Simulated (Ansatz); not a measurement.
# PtS2 monolayer (2H) under biaxial strain in the plane of the sheet, part 3 of 3

Wanted: the shifts of the zone-centre modes of PtS2 monolayer (2H) with strain.

Ansatz 0.2.0; DFT PBE, scalar-relativistic, plane waves, PAW; PAW set soft_1.

So far, highest optical mode at the zone centre (no LO-TO term) (cm⁻¹): step 5 (modes at rest) 307; step 7 (strain 5 %) 264.

### Step 9. Modes of this member: biaxial strain of -3 % in the plane of the sheet

The zone-centre modes follow for biaxial strain of -3 % in the plane of the sheet.

Contents of input.yaml:

```yaml
crystal:
  lattice:
    - [3.3806817048, 0.0, 0.0]
    - [-1.6903408524, 2.9277562385, 0.0]
    - [0.0, 0.0, 30.0]
  atoms:
    - { symbol: Pt, position: [0.3333333333, 0.6666666667, 0.3333333333] }
    - { symbol: S, position: [0.6666666667, 0.3333333333, 0.3817712409] }
    - { symbol: S, position: [0.6666666667, 0.3333333333, 0.2848954257] }
  periodic: [true, true, false]
kpoints:
  mp_grid: { grid: [15, 15, 1] }
hamiltonian:
  xc: pbe
  pseudopotentials: { kind: paw, azcp: { folder: soft_1 } }
scf:
  occupations: { method: methfessel_paxton, width: 0.2 }
output:
  eigenvalues: true
phonons:
  method: dfpt
```

Launch:

```
ansatz run input.yaml --threads 4 --pin off --max-ram 16384MiB --backend cpu --events-out ev --progress --plain --runs-dir out
```

Numbers of over 12 decimals in the logs are rounded to 6 here.

Log:

```text
[...]
Crystal: 3 atoms, lattice volume = 296.934 Å³
Basis set: ecut = 420 eV, 5825 PW (Γ), exchange–correlation on 48×48×432 points (8 copies of the dense FFT grid, shifted against one another)
Bands: 19, of which v1, the nominal top of the filled ones, is band 15 counted from 1 (14 counted from 0)
Symmetry: 12 space group operations
k-points: 64 of 225 (irreducible under 2 space group operations, time reversal used)
[...]
k-point 2: bands = [... 11 lower, -8.0417, -7.0698, -5.2504, -5.0522, -4.8037, -4.5769, -0.9355, -0.0836]
  k-point 63: bands = [... 11 lower, -8.7702, -7.9942, -7.1831, -5.9085, -4.9183, -3.8557, -0.4556, 1.5895]
[...]
ASR residual: 7.704e-5 → 0.000e0 eV/Å²; symmetrization residual: 1.979e-5 eV/Å²
  ASR residual per site (eV/Å²): 7.70e-5 8.26e-6 8.26e-6
  Γ frequencies (cm⁻¹): 0.00 0.00 0.00 74.69 74.69 110.11 130.15 130.15 316.74
[...]
[key lines of the parts left out:]
SCF converged after 11 iterations
Free energy (F): -14328.105730 eV
Fermi energy:    -5.216563 eV
```

It took 64 s on 4 threads of Arm Neoverse V1, shared host; peak memory 1.4 GiB; 4.1 min of CPU time.

Numbers from this step:

| Property | Result |
| --- | --- |
| sum-rule residual before enforcement | 7.70e-5 eV/Å² |
| highest optical mode at the zone centre (no LO-TO term) | 316.7 cm⁻¹ |
| lowest optical zone-centre mode | 74.69 cm⁻¹ |

Patterns of degenerate modes are one choice out of their space. The modes at Γ (shares of kinetic energy by element, %):

```
mode  frequency (cm⁻¹)  symmetry  Pt %  S %
   1               0.0  acoustic    75   25
   2               0.0  acoustic    75   25
   3               0.0  acoustic    75   25
   4              74.7        E'    25   75
   5              74.7        E'    25   75
   6             110.1      A2''    25   75
   7             130.2       E''     0  100
   8             130.2       E''     0  100
   9             316.7       A1'     0  100
```

Displacements in mode 4 (74.7 cm⁻¹), the largest set to 1:
```
Pt1  0.00 -0.33  0.00
S2   0.00  1.00  0.00
S3   0.00  1.00  0.00
```

Displacements in mode 9 (316.7 cm⁻¹), the largest set to 1:
```
Pt1  0.00  0.00  0.00
S2   0.00  0.00 -1.00
S3   0.00  0.00  1.00
```

The lowest optical mode is real, 74.7 cm⁻¹, and the highest lies at 316.7 cm⁻¹.

Between step 5 and this run (strain -3 %) the value for the highest optical mode at the zone centre (no LO-TO term) moves from 307 cm⁻¹ to 317 cm⁻¹ (+3 %).

### Step 10. The series together

The members are set side by side, also those not shown above.

Energies are extrapolated to zero smearing, and E0 is that at rest; imaginary frequencies occur in the series; the cell is clamped and the atoms are relaxed; all runs use 15×15×1 k points and Methfessel-Paxton smearing of 0.2 eV. State of the crystal along the series:

```
strain (%)  E - E0 (meV/atom)
        -3              13.77
        -2              5.916
        -1              1.399
         0                  0
         1              1.443
         2              5.396
         3              11.46
         4              19.14
         5              27.71
```

Optical modes are counted from below at rest and tracked from member to member by their patterns, and modes that stay within 0.3 cm⁻¹ of each other stand once; labels, where given, are those at rest; imaginary frequencies occur in the series; the cell is clamped and the atoms are relaxed; all runs use 15×15×1 k points and Methfessel-Paxton smearing of 0.2 eV. Optical modes along the series:

```
strain (%)  optical mode 1 E' (cm⁻¹)  optical mode 2 A2'' (cm⁻¹)  optical mode 3 E'' (cm⁻¹)  optical mode 4 A1' (cm⁻¹)
        -3                     74.69                       110.1                      130.2                      316.7
        -2                     43.31                       103.8                      129.1                      314.3
        -1                    -42.35                       96.72                      127.8                      311.1
         0                    -75.12                       89.29                      126.5                      306.8
         1                    -99.68                       81.89                      125.3                      301.5
         2                    -122.6                       74.58                      124.2                      294.9
         3                    -146.4                       66.58                      123.3                        287
         4                    -171.7                       54.72                        122                        277
         5                    -196.3                       26.63                        120                      263.6
```

Value and slope at zero strain of a cubic (a lower polynomial where under five rows exist) through the rows within 2 % of rest. Slopes at rest:

```
               mode  frequency (cm⁻¹)  shift per percent of strain (cm⁻¹)
optical mode 2 A2''              89.3                               -7.45
 optical mode 3 E''             126.5                               -1.29
 optical mode 4 A1'             306.8                               -4.77
```

### Step 11. Results

```
members                                                          : 9
highest optical mode at the zone centre (no LO-TO term), at rest : 306.8 cm⁻¹
optical mode 2 A2'', shift per percent                           : -7.45 cm⁻¹
optical mode 3 E'', shift per percent                            : -1.29 cm⁻¹
optical mode 4 A1', shift per percent                            : -4.77 cm⁻¹
```

**Reading.** Within 2 % of rest optical mode 4 A1' bends away from a straight line, so a single slope holds only near rest. The fastest shift in the table of slopes is -7.5 cm⁻¹ for each percent (optical mode 2 A2''). A mode is imaginary at strain (%) -1, 0, 1, 2, 3, 4 and 5, where this structure is not a minimum. These are harmonic frequencies at zero temperature: anharmonic shifts, linewidths and thermal expansion are left out. Spin-orbit coupling is left out, which can matter for the heavy elements here. With no gap, or one that is small against the smearing, the frequencies hang on the k mesh and the smearing, most of all near Kohn anomalies. A semilocal functional can close a gap that the real compound would have, so the metallic treatment may be an artefact of the level. The starting cell was built on a prototype and not taken from a measurement. Only the zone centre was solved, so an instability at another wavevector cannot show here.

[Logs are printed without paths, hosts, clocks, repeated set-up lines and the standing remarks that a program may print on its own settings, such as how far it seeks lower states.]

[Hosts, paths, dates, database ids (printed as entryN), source tags and the programs' standing remarks are cut or masked in the printed files.]
